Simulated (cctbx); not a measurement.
# A disordered crystal of nominal TbEuSn2

Cell a = 4.8240 Å, b = 4.8240 Å, c = 10.5850 Å, α = 90.00°, β = 90.00°, γ = 90.00°; space group P4/nmm (no. 129, origin choice 1); nominal formula TbEuSn2.

Simulated single-crystal data (cctbx): Mo Kα, λ = 0.71073 Å, to d = 0.65 Å, 50 % of the full sphere, strongest reflection 40000 counts, noise from counting, a 1.5 % proportional error and a noise floor of 15 counts (s.d.); no absorption, and some extinction, which the refinements don't model.

With every site full:

```text
Rint 0.023, 322 unique reflections to 0.65 A
cycle     R1     wR2    GooF  max shift (A)
   1  0.1586  0.3025  14.910   0.00128
   2  0.0174  0.0314   1.547   0.00000
final R1 0.0174 wR2 0.0314 GooF 1.547  parameters 10  data/parameter 32.2
atom        x        y        z      Ueq    occ   su(xyz)  su(Uiso or U11)
Tb1    0.50000  0.00000  0.75342   0.0338  1.000  0.00006  0.0002
Eu2    0.50000  0.50000  0.00000   0.0143  1.000  0.00000  0.0001
Sn1    0.50000  0.50000  0.50000   0.0203  1.000  0.00000  0.0002
Sn2    0.50000  0.00000  0.18570   0.0238  1.000  0.00007  0.0002
difference map: max 1.15 min -2.87 rms 0.34
Q1    0.0000  0.5000  0.5945    2    1.16  2.33 A from Sn2
Q2    0.1971  0.3029  0.6627    8    1.15  2.09 A from Sn2
Q3    0.0763  0.4237  0.9475    8    1.01  1.50 A from Sn2
Q4    0.0000  0.2547  0.9230    8    0.97  1.47 A from Eu2
Q5    0.0000  0.5000  0.0145    2    0.94  2.12 A from Sn2
Q6    0.2480  0.2520  0.1382    8    0.86  1.79 A from Sn2
```

With the occupancies of the suspect sites free, each still typed as its main element:

```text
Rint 0.023, 322 unique reflections to 0.65 A
cycle     R1     wR2    GooF  max shift (A)
   1  0.2137  0.3858  19.082   0.00018
   2  0.0166  0.0300   1.485   0.00001
final R1 0.0166 wR2 0.0300 GooF 1.485  parameters 12  data/parameter 26.8
atom        x        y        z      Ueq    occ   su(xyz)  su(Uiso or U11)
Tb1    0.50000  0.00000  0.75340   0.0333  0.989  0.00006  0.0002
Eu2    0.50000  0.50000  0.00000   0.0146  1.008  0.00000  0.0001
Sn1    0.50000  0.50000  0.50000   0.0203  1.000  0.00000  0.0002
Sn2    0.50000  0.00000  0.18570   0.0238  1.000  0.00006  0.0002
su of occupancy Tb1: 0.003
su of occupancy Eu2: 0.004
difference map: max 1.18 min -2.86 rms 0.34
Q1    0.0000  0.5000  0.5941    2    1.20  2.33 A from Sn2
Q2    0.1970  0.3030  0.6627    8    1.15  2.09 A from Sn2
Q3    0.0769  0.4231  0.9471    8    1.03  1.50 A from Sn2
Q4    0.0000  0.2564  0.9220    8    0.99  1.49 A from Eu2
Q5    0.0000  0.5000  0.0136    2    0.94  2.11 A from Sn2
Q6    0.2468  0.2532  0.1392    8    0.88  1.80 A from Sn2
```

**Question.** What is the disorder?

X-rays count electrons. Tb1 refines to 0.989(0.003), or 64.3 electrons; the site truly holds 0.8 Tb and 0.2 Eu, 64.6 electrons, which is 0.994 of Tb; Eu2 refines to 1.008(0.004), or 63.5 electrons; the site truly holds 0.8 Eu and 0.2 Tb, 63.4 electrons, which is 1.006 of Eu. A value under 1 can't tell vacancies from a lighter guest, and one over 1 needs a heavier guest; chemistry or a second radiation must settle which. Occupancy correlates with U and the scale, and the two elements' form factors differ in shape, so the match is approximate.

Freeing them takes R1 from 0.0174 to 0.0166 and GooF from 1.55 to 1.49.

The model was made for the exercise: a known structure type with other elements put in, its volume estimated, not relaxed; displacement parameters are assumed.

[Middle refinement cycles are left out of these outputs.]

[Logs are printed without paths, hosts, clocks, repeated set-up lines and the standing remarks that a program may print on its own settings, such as how far it seeks lower states.]
